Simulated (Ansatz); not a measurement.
# Phonons of BaZn (Pm-3m) against volume

Does BaZn (Pm-3m) expand much on heating, by its phonons?

Main program and level: Ansatz 0.2.0; DFT PBEsol, scalar-relativistic, plane waves, PAW; PAW set soft_1.

## 1. Set-up

It takes space group Pm-3m (No. 221, cubic). The conventional cell has a = 3.991 Å, b = 3.991 Å, c = 3.991 Å, α = 90.00°, β = 90.00°, γ = 90.00°. Nearest to Ba lie 8 Zn at 3.46 Å. Zn has 8 Ba at 3.46 Å nearest. Farther neighbours are not listed.

## 2. Phonons on a q mesh

The cell comes from relaxations at this level that are not shown. Stability and thermal properties need the whole zone. Linear response on a 4×4×4 q mesh gives force constants as far as a supercell of that size would.

File input.yaml:

```yaml
crystal:
  lattice:
    - [3.9906826975, 0.0, 0.0]
    - [0.0, 3.9906826975, 0.0]
    - [0.0, 0.0, 3.9906826975]
  atoms:
    - { symbol: Ba, position: [0.0, 0.0, 0.0] }
    - { symbol: Zn, position: [0.5, 0.5, 0.5] }
kpoints:
  mp_grid: { grid: [12, 12, 12] }
hamiltonian:
  xc: pbesol
  pseudopotentials: { kind: paw, azcp: { folder: soft_1 }, xc_functional: pbe }
scf:
  occupations: { method: methfessel_paxton, width: 0.2 }
output:
  eigenvalues: true
phonons:
  method: dfpt
  qmesh: [4, 4, 4]
  temperatures: { t_max: 1000, t_step: 50 }
  qpath:
    path:
      - [[0.0, 0.0, 0.0], [0.0, 0.5, 0.0], [0.5, 0.5, 0.0], [0.0, 0.0, 0.0], [0.5, 0.5, 0.5], [0.0, 0.5, 0.0]]
      - [[0.5, 0.5, 0.5], [0.5, 0.5, 0.0]]
    npoints: 10
```

The run is started by

```
$ ansatz run input.yaml --threads 4 --pin off --max-ram 10240MiB --backend cpu --events-out ev --progress --plain --runs-dir out
```

Numbers of over 12 decimals in the logs are rounded to 6 here.

Output:

```text
Engine: ansatz 0.2.0, aarch64-unknown-linux-gnu
Pseudopotentials: kind: paw
Pseudopotential: Ba, paw, valence charge 10, recommended cutoff 420 eV (normal), soft_1/Ba.paw.azcp
Pseudopotential: Zn, paw, valence charge 12, recommended cutoff 420 eV (normal), soft_1/Zn.paw.azcp
Functional definition: PBEsol
  exchange = pbesol_x
  correlation = pbesol_c
Crystal: 2 atoms, lattice volume = 63.554 Å³
Basis set: ecut = 420 eV, 1237 PW (Γ), exchange–correlation on 54×54×54 points (8 copies of the dense FFT grid, shifted against one another)
Bands: 15, of which v1, the nominal top of the filled ones, is band 11 counted from 1 (10 counted from 0)
Symmetry: 48 space group operations
k-points: 84 of 1728
Non-local potential: Ba, projectors of the file, l = 0: 3, l = 1: 2, l = 2: 2, l = 3: 2
Non-local potential: Zn, projectors of the file, l = 0: 2, l = 1: 2, l = 2: 3, l = 3: 1
PAW form: soft (Blöchl's): semilocal exchange-correlation on the pseudo side does not see the compensation charge
PAW frozen core: Ba, regenerated for the run's functional, and the local potential with it (the file was generated under x = pbe(κ = 0.804, μ = 0.219515), c = pbe(β = 0.066725))
PAW frozen core: Zn, regenerated for the run's functional, and the local potential with it (the file was generated under x = pbe(κ = 0.804, μ = 0.219515), c = pbe(β = 0.066725))
PAW one-centre angular grid: Ba, 194 points (default); XC on 64 Gauss nodes
PAW one-centre angular grid: Zn, 590 points (default); XC on 64 Gauss nodes
Initial density: superposition of atomic densities (chi_scale 0.1, normalization cell, long waves kept (reshape's long-wave potential 0.00 eV rms))
Initial wavefunctions: pseudopotential atomic-orbital guess
Functional: x = pbesol(κ = 0.804, μ = 0.123457), c = pbesol(β = 0.046)
SCF iter   1: F=—  HF=-9145.362333 eV  |F-HF|=—  |Δ(HF+E_count)|=         —  Δρ=1.02e-1  dr2=5.98e0  ethr=3.10e-3  ⟨swp⟩=7.3  Hψ=8628  notcnv=0
preconditioner: auto → Kerker (q_TF=auto, 2.286 Å⁻¹)  [metal: Δε(μ)=0.033 eV  Ē_g=8.322 eV  σ=0.200 eV  W_gap=0.14  n_scr=18 (ndim 8)  ℏωp=20.8 eV  f_vac=0.000  D(μ)=1.59/eV (n_scr^D=6)]
SCF iter   2: F=—  HF=-9144.349427 eV  |F-HF|=—  |Δ(HF+E_count)|=    1.01e0  S|Δr|=    0.00e0  Δρ=4.41e-2  dr2=5.50e-1  ethr=3.10e-3  ⟨swp⟩=3.3  Hψ=3760  notcnv=0
SCF iter   3: F=—  HF=-9144.013465 eV  |F-HF|=—  |Δ(HF+E_count)|=   3.36e-1  S|Δr|=    0.00e0  Δρ=1.35e-2  dr2=2.91e-1  ethr=2.50e-3  ⟨swp⟩=2.0  Hψ=2850  notcnv=0
SCF iter   4: F=—  HF=-9143.934708 eV  |F-HF|=—  |Δ(HF+E_count)|=   7.88e-2  S|Δr|=    0.00e0  Δρ=6.93e-3  dr2=4.12e-2  ethr=1.32e-3  ⟨swp⟩=2.2  Hψ=2775  notcnv=0
SCF iter   5: F=—  HF=-9143.930882 eV  |F-HF|=—  |Δ(HF+E_count)|=   3.83e-3  S|Δr|=    0.00e0  Δρ=3.18e-3  dr2=3.95e-3  ethr=1.87e-4  ⟨swp⟩=2.0  Hψ=1868  notcnv=0
SCF iter   6: F=—  HF=-9143.929838 eV  |F-HF|=—  |Δ(HF+E_count)|=   1.04e-3  S|Δr|=    0.00e0  Δρ=4.63e-4  dr2=1.23e-4  ethr=1.80e-5  ⟨swp⟩=2.0  Hψ=2365  notcnv=0
SCF iter   7: F=—  HF=-9143.929829 eV  |F-HF|=—  |Δ(HF+E_count)|=   8.54e-6  S|Δr|=    0.00e0  Δρ=2.78e-4  dr2=3.79e-5  ethr=5.58e-7  ⟨swp⟩=1.9  Hψ=1606  notcnv=0
SCF iter   8: F=—  HF=-9143.929819 eV  |F-HF|=—  |Δ(HF+E_count)|=   1.02e-5  S|Δr|=    0.00e0  Δρ=3.71e-5  dr2=5.86e-7  ethr=1.72e-7  ⟨swp⟩=2.0  Hψ=1853  notcnv=0
SCF iter   9: F=—  HF=-9143.929819 eV  |F-HF|=—  |Δ(HF+E_count)|=   1.09e-8  S|Δr|=    0.00e0  Δρ=8.87e-6  dr2=3.30e-8  ethr=2.67e-9  ⟨swp⟩=2.0  Hψ=1876  notcnv=0
SCF iter  10: F=—  HF=-9143.929819 eV  |F-HF|=—  |Δ(HF+E_count)|=   5.71e-9  S|Δr|=    0.00e0  Δρ=2.08e-6  dr2=1.56e-9  ethr=1.50e-10  ⟨swp⟩=2.0  Hψ=1799  notcnv=0
[...]
the search or the solves at the SCF's close seem to have found levels that the self-consistency loop had missed (the run counts 1). By its estimate they hold under 1e-12 electrons; where the run keeps them, the occupations were computed again with them
SCF 1 converged in 11 iterations: F = -9143.929819 eV  dr2 = 5.59e-12
  greatest PAW one-centre occupation: 0.982 electrons in one spin orbital (limit 2), on the Zn atom at site 1 (counted from 0), in its partial waves of l = 2
Initial density: read from a saved state, or passed on in memory by an earlier SCF of this step, an earlier step, the calling program or the single point that the run made first
[...]
SCF iter   1: F=—  HF=-9143.929818 eV  |F-HF|=—  |Δ(HF+E_count)|=         —  Δρ=9.14e-6  dr2=3.82e-8  ethr=6.67e-6  ⟨swp⟩=2.4  Hψ=10908  notcnv=0
eigensolver tolerance schedule: the retry pair's looser diagonalisation over-reported the residual by 38393.36 of it (diagonalisation noise at an unbounded share of the residual, at the tolerance the schedule requests for it); recorded, not acted on — ethr = c·dr2/N_el stays at c = 1.0e-1
preconditioner: auto → Kerker (q_TF=auto, 2.286 Å⁻¹)  [metal: Δε(μ)=0.026 eV  Ē_g=10.156 eV  σ=0.200 eV  W_gap=0.11  n_scr=18 (ndim 8)  ℏωp=20.8 eV  f_vac=0.000  D(μ)=1.56/eV (n_scr^D=6)]
SCF iter   2: F=—  HF=-9143.929819 eV  |F-HF|=—  |Δ(HF+E_count)|=   7.74e-7  S|Δr|=    0.00e0  Δρ=9.62e-6  dr2=3.01e-8  ethr=1.74e-10  ⟨swp⟩=3.1  Hψ=3109  notcnv=0
SCF iter   3: F=—  HF=-9143.929819 eV  |F-HF|=—  |Δ(HF+E_count)|=   1.14e-8  S|Δr|=    0.00e0  Δρ=3.76e-6  dr2=5.25e-9  ethr=1.37e-10  ⟨swp⟩=2.0  Hψ=1680  notcnv=0
SCF iter   4: F=—  HF=-9143.929819 eV  |F-HF|=—  |Δ(HF+E_count)|=   1.13e-9  S|Δr|=    0.00e0  Δρ=2.35e-6  dr2=2.25e-9  ethr=2.38e-11  ⟨swp⟩=1.8  Hψ=1605  notcnv=0
SCF iter   5: F=—  HF=-9143.929819 eV  |F-HF|=—  |Δ(HF+E_count)|=  5.31e-10  S|Δr|=    0.00e0  Δρ=1.35e-6  dr2=8.16e-10  ethr=1.02e-11  ⟨swp⟩=1.7  Hψ=1550  notcnv=0
SCF iter   6: F=—  HF=-9143.929819 eV  |F-HF|=—  |Δ(HF+E_count)|=  1.26e-10  S|Δr|=    0.00e0  Δρ=1.04e-6  dr2=4.98e-10  ethr=3.71e-12  ⟨swp⟩=1.0  Hψ=1260  notcnv=0
SCF iter   7: F=—  HF=-9143.929819 eV  |F-HF|=—  |Δ(HF+E_count)|=  1.18e-10  S|Δr|=    0.00e0  Δρ=6.56e-7  dr2=1.94e-10  ethr=2.27e-12  ⟨swp⟩=1.0  Hψ=1260  notcnv=0
SCF iter   8: F=—  HF=-9143.929819 eV  |F-HF|=—  |Δ(HF+E_count)|=  4.91e-11  S|Δr|=    0.00e0  Δρ=4.13e-7  dr2=7.64e-11  ethr=1.00e-12  ⟨swp⟩=1.0  Hψ=1260  notcnv=0
SCF iter   9: F=—  HF=-9143.929819 eV  |F-HF|=—  |Δ(HF+E_count)|=  7.28e-12  S|Δr|=    0.00e0  Δρ=3.57e-7  dr2=5.71e-11  ethr=1.00e-12  ⟨swp⟩=1.0  Hψ=1260  notcnv=0
SCF iter  10: F=-9143.929819 eV  HF=-9143.929819 eV  |F-HF|=1.82e-12  |Δ(HF+E_count)|=  2.55e-11  S|Δr|=    0.00e0  Δρ=2.12e-8  dr2=1.41e-13  ethr=1.00e-12  ⟨swp⟩=1.6  Hψ=3601  notcnv=0
SCF 2 converged in 10 iterations: F = -9143.929819 eV  dr2 = 1.41e-13
phonons: the bands overlap, so this run is a metal and interpolates without the dipole-dipole term. If the crystal is really an insulator or semiconductor, its LO-TO splitting is missing
NSCF: frozen V_eff on 84 k-points
WARN: eigensolver did not converge in 4 slots of this pass, the one above among them; of largest residual over every band (k=12): 1 band(s) unlocked (lowest unlocked band 14, counted from 0; max residual 6.22e-5 eV among the unlocked bands, 6.22e-5 eV over every band); of lowest unlocked band (k=5): band 14
NSCF: frozen V_eff on 196 k-points
DFPT response loops at q = (0, 0, 0) (fractional): preconditioner auto → Kerker (q_TF=auto, 2.286 Å⁻¹) (partly filled bands, converged f_vac=0.000); β = 1.00, the filter's whole step (`scf.mixing.beta` (0.50) is not read by the response loops under this deck's `scf.mixing.preconditioner`; to damp them name `kerker` or `kerker_dos`, under which they read `scf.mixing.beta`, and type it under 1.00, their step now; both keys bind the ground state too); Broyden in place of MSR1
NSCF: frozen V_eff on 1176 k-points
DFPT response loops at q = (0, 0, 0.25) (fractional): mixed as the last ones told, above
NSCF: frozen V_eff on 686 k-points
DFPT response loops at q = (0, 0, -0.5) (fractional): mixed as the last ones told, above
NSCF: frozen V_eff on 2016 k-points
DFPT response loops at q = (0, 0.25, 0.25) (fractional): mixed as the last ones told, above
NSCF: frozen V_eff on 1176 k-points
DFPT response loops at q = (0, 0.25, -0.5) (fractional): mixed as the last ones told, above
NSCF: frozen V_eff on 686 k-points
DFPT response loops at q = (0, -0.5, -0.5) (fractional): mixed as the last ones told, above
NSCF: frozen V_eff on 1872 k-points
DFPT response loops at q = (0.25, 0.25, 0.25) (fractional): mixed as the last ones told, above
NSCF: frozen V_eff on 2016 k-points
DFPT response loops at q = (0.25, 0.25, -0.5) (fractional): mixed as the last ones told, above
NSCF: frozen V_eff on 1176 k-points
DFPT response loops at q = (0.25, -0.5, -0.5) (fractional): mixed as the last ones told, above
NSCF: frozen V_eff on 392 k-points
DFPT response loops at q = (-0.5, -0.5, -0.5) (fractional): mixed as the last ones told, above
SCF converged after 11 iterations
Stability not checked: this state was not tested for a lower state beside it, because cold or Methfessel-Paxton smearing, or corrected tetrahedra, fill the levels in a way that the test cannot read (fill_not_monotonic; see scf.lower_state_search)
Free energy (F): -9143.929819 eV
Harris-Foulkes:  -9143.929819 eV  (|F-HF|=3.64e-12)
Internal energy: -9143.929226 eV  (E = F + TS)
E sigma→0 (E₀):  -9143.929671 eV
Entropy (-TS):   -0.000593 eV (-0.297 meV/atom)
Fermi energy:    8.330175 eV
--- Per-component energies (eV) ---
  E_band       = -30.884275
  E_kinetic    = 305.912172
  E_local      = -2439.185222  (includes V_loc(G=0)·N_el)
  E_nonlocal   = 912.549711
  E_hartree    = 913.110014
  E_xc         = -273.030402
  E_vxc        = -177.886491  (∫ρ·V_xc dr)
  E_paw        = -6967.977644  (= ΣΔE_a)
  E_vpaw       = -458.494252  (= ΣTr[D̂ρ^β])
  E_aug_tail   = -0.000265  (compensation charges beyond the density's cutoff)
  E_ewald      = -1596.256384
  E_core_change = 0.948793  (= ΣΔE_core)
  E_smearing   = -0.000593  (= −TS)
  E_closure    = 0.000000  (closes the sum)
  Σ components = -9143.929819   (vs F -9143.929819, Δ=0.00e0)
--- Band table (eV; the first three rows and the last of 84) ---
  k-point 0: bands = [... 7 lower, 1.3904, 1.3904, 2.8783, 8.8314, 8.8314, 12.1053, 12.1053, 12.1053]
  k-point 1: bands = [... 7 lower, 1.3907, 1.3908, 2.9790, 8.8561, 8.8637, 11.8361, 11.8361, 11.8398]
  k-point 2: bands = [... 7 lower, 1.3919, 1.3920, 3.2638, 8.7747, 8.9568, 11.3143, 11.3143, 11.5210]
  k-point 83: bands = [... 7 lower, 1.4601, 1.4601, 6.4977, 6.9818, 6.9818, 6.9818, 14.2052, 14.2052]
--- Phonons (Γ-DFPT): 2 representative perturbations + reference (Σ response iterations 7) ---
  ASR residual: 6.621e-5 → 0.000e0 eV/Å²; symmetrization residual: 3.711e-6 eV/Å²
  ASR residual per site (eV/Å²): 6.62e-5 1.73e-5
  Γ frequencies (cm⁻¹): 0.00 0.00 0.00 105.41 105.41 105.41
--- Phonons (arbitrary-q DFPT): 10 irreducible q on the 4×4×4 mesh ---
  q = [0.0000, 0.0000, 0.0000] (star 1, of the zone-centre solve; hermiticity 4.10e-6, symmetrization 2.12e-12): -0.00 0.00 0.00 105.41 105.41 105.41
  q = [0.0000, 0.0000, 0.2500] (star 6, 4 solved perturbations in 1848 linear systems a pass and spin channel, the states on 588 of 1728 k-point pairs; hermiticity 1.69e-6, symmetrization 7.59e-13): 38.06 38.06 53.26 94.46 99.58 99.58
  q = [0.0000, 0.0000, -0.5000] (star 3, 4 solved perturbations in 1078 linear systems a pass and spin channel, the states on 343 of 1728 k-point pairs; hermiticity 3.44e-14, symmetrization 1.56e-12): 60.56 60.56 73.50 85.03 91.90 91.90
  q = [0.0000, 0.2500, 0.2500] (star 12, 4 solved perturbations in 3108 linear systems a pass and spin channel, the states on 1008 of 1728 k-point pairs; hermiticity 3.70e-6, symmetrization 1.69e-13): 36.47 48.86 75.27 82.65 95.58 97.20
  q = [0.0000, 0.2500, -0.5000] (star 12, 6 solved perturbations on 588 of 1728 k-point pairs; hermiticity 5.88e-6, symmetrization 9.68e-14): 41.48 55.10 61.79 87.79 91.72 91.84
  q = [0.0000, -0.5000, -0.5000] (star 3, 4 solved perturbations in 1078 linear systems a pass and spin channel, the states on 343 of 1728 k-point pairs; hermiticity 9.96e-6, symmetrization 8.16e-13): 36.05 36.05 51.60 86.66 86.66 89.88
  q = [0.2500, 0.2500, 0.2500] (star 8, 2 solved perturbations on 936 of 1728 k-point pairs; hermiticity 4.06e-6, symmetrization 3.68e-13): 51.98 51.98 65.63 86.71 92.80 92.80
  q = [0.2500, 0.2500, -0.5000] (star 12, 4 solved perturbations in 3108 linear systems a pass and spin channel, the states on 1008 of 1728 k-point pairs; hermiticity 5.11e-6, symmetrization 8.35e-13): 43.94 62.13 69.53 80.82 82.83 92.31
  q = [0.2500, -0.5000, -0.5000] (star 6, 4 solved perturbations in 1848 linear systems a pass and spin channel, the states on 588 of 1728 k-point pairs; hermiticity 7.55e-6, symmetrization 5.92e-13): 48.78 48.78 64.23 79.87 83.58 83.58
  q = [-0.5000, -0.5000, -0.5000] (star 1, 2 solved perturbations on 196 of 1728 k-point pairs; hermiticity 7.48e-14, symmetrization 2.84e-12): 68.49 68.49 68.49 81.39 81.39 81.39
  sum rule: each row above includes the acoustic sum rule's correction from the zone centre's row sums; it moved no ω² by more than (0.36 cm⁻¹)²
  mesh force constants: q→R imaginary residual 1.63e-18; ASR residual 6.621e-5 → 0.000e0 eV/Å²; symmetrization residual 2.665e-15 eV/Å²
  interpolated dispersion: 62 rows × 6 modes
  density of states and harmonic sums: on the 16×16×16 q-mesh, interpolated from the force constants of a 4×4×4 supercell (no non-analytic term)
  largest difference from the sums on the solved wave vectors: F 1.52e-2 eV, S 1.91e-5 and C_V 3.98e-6 eV/K
  zero-point energy: 0.026590 eV/cell   skipped modes (ω ≤ 0): 3   left out of the sums: 1.22e-4 of the cell's modes: C_V's classical limit lies that fraction below 3 k_B per atom; for a crystal, a wire or a layer, F and S can be off by more, and a phonons.interpolated_qmesh denser along its periods is the remedy for the sampling
```

The job ended after 7.6 min (4 threads of Arm Neoverse V2, shared host; peak memory 2.5 GiB).

In the SCF lines HF is the Harris–Foulkes energy and dr2 the Hartree energy of the density residual, in eV; the loop may stop once dr2 is under the threshold and the program's other checks hold. Hψ counts applications of the Hamiltonian.

This step gave:

```yaml
volume_per_atom: 31.78 Å³
gap_on_the_k_mesh: 0 eV
sum_rule_residual_before_enforcement: 6.62e-5 eV/Å²
lowest_frequency_on_the_path: 0 cm⁻¹
point_group: m-3m
highest_frequency_on_the_path_or_at_a_solved_wavevector: 105.4 cm⁻¹
mean_frequency: 71.5 cm⁻¹
debye_temperature_second_moment: 138 K
logarithmic_mean_frequency: 68 cm⁻¹
highest_optical_mode_at_the_zone_centre_no_lo_to_term: 105.4 cm⁻¹
lowest_optical_zone_centre_mode: 105.4 cm⁻¹
lowest_mode_on_the_q_mesh_acoustic_modes_at_gamma_apart: 36.05 cm⁻¹
zero_point_energy_per_atom: 13.3 meV
heat_capacity_at_300_k: 24.68 J/(mol atoms K)
vibrational_entropy_at_300_k: 53.02 J/(mol atoms K)
```

Frequencies (cm⁻¹) solved at each irreducible wavevector; negative means imaginary. Frequencies by wavevector, by row:

| q in reciprocal lattice units | star | mode 1 | mode 2 | mode 3 | mode 4 | mode 5 | mode 6 |
| --- | --- | --- | --- | --- | --- | --- | --- |
| 0 0 0 | 1 | 0 | 0 | 0 | 105.4 | 105.4 | 105.4 |
| 0 0 0.25 | 6 | 38.1 | 38.1 | 53.3 | 94.5 | 99.6 | 99.6 |
| 0 0 -0.5 | 3 | 60.6 | 60.6 | 73.5 | 85 | 91.9 | 91.9 |
| 0 0.25 0.25 | 12 | 36.5 | 48.9 | 75.3 | 82.7 | 95.6 | 97.2 |
| 0 0.25 -0.5 | 12 | 41.5 | 55.1 | 61.8 | 87.8 | 91.7 | 91.8 |
| 0 -0.5 -0.5 | 3 | 36 | 36 | 51.6 | 86.7 | 86.7 | 89.9 |
| 0.25 0.25 0.25 | 8 | 52 | 52 | 65.6 | 86.7 | 92.8 | 92.8 |
| 0.25 0.25 -0.5 | 12 | 43.9 | 62.1 | 69.5 | 80.8 | 82.8 | 92.3 |
| 0.25 -0.5 -0.5 | 6 | 48.8 | 48.8 | 64.2 | 79.9 | 83.6 | 83.6 |
| -0.5 -0.5 -0.5 | 1 | 68.5 | 68.5 | 68.5 | 81.4 | 81.4 | 81.4 |

Symmetry leaves 10 wavevectors to solve. The lowest mode among them, the acoustic zeros apart, lies at q = (0, -0.5, -0.5) and is real, 36.0 cm⁻¹.

## 3. Relaxing at another volume, volume ratio 0.97

The volume is scaled by 0.97 and held; symmetry leaves nothing to relax, so this is a single point. The modes can then be followed against volume.

input.yaml, the sections that differ from step 2:

```yaml
crystal:
  lattice:
    - [3.9503700151, 0.0, 0.0]
    - [0.0, 3.9503700151, 0.0]
    - [0.0, 0.0, 3.9503700151]
  atoms:
    - { symbol: Ba, position: [0.0, 0.0, 0.0] }
    - { symbol: Zn, position: [0.5, 0.5, 0.5] }
output:
  forces: true
  stress: true
  eigenvalues: true
# kpoints, hamiltonian, scf: as in step 2
# phonons: removed
```

Output:

```text
[...]
Crystal: 2 atoms, lattice volume = 61.647 Å³
Basis set: ecut = 420 eV, 1213 PW (Γ), exchange–correlation on 54×54×54 points (8 copies of the dense FFT grid, shifted against one another)
Bands: 15, of which v1, the nominal top of the filled ones, is band 11 counted from 1 (10 counted from 0)
Symmetry: 48 space group operations
[...]
k-points: 84 of 1728
[...]
P = ⅓ Tr σ = 0.7973 GPa (7.973 kbar)
--- Band table (eV; the first three rows and the last of 84) ---
  k-point 0: bands = [... 7 lower, 1.6903, 1.6903, 3.1398, 9.1311, 9.1311, 12.5125, 12.5125, 12.5125]
  k-point 1: bands = [... 7 lower, 1.6909, 1.6909, 3.2455, 9.1631, 9.1640, 12.2359, 12.2359, 12.2484]
  k-point 2: bands = [... 7 lower, 1.6925, 1.6925, 3.5433, 9.1028, 9.2585, 11.6968, 11.6968, 11.9198]
  k-point 83: bands = [... 7 lower, 1.7647, 1.7647, 6.8477, 7.2306, 7.2306, 7.2306, 14.6939, 14.6939]
[key lines of the parts left out:]
SCF converged after 9 iterations
Free energy (F): -9143.925210 eV
Fermi energy:    8.654655 eV
```

It took 1.7 s on 4 threads; peak memory 0.37 GiB.

This step gave:

```yaml
pressure: 0.7973 GPa
volume_per_atom: 30.82 Å³
```

The run ends at a pressure of 0.80 GPa.

[end of part 1 of 2]

[Logs are printed without paths, hosts, clocks, repeated set-up lines and the standing remarks that a program may print on its own settings, such as how far it seeks lower states.]

[Hosts, paths, dates, database ids (printed as entryN), source tags and the programs' standing remarks are cut or masked in the printed files.]
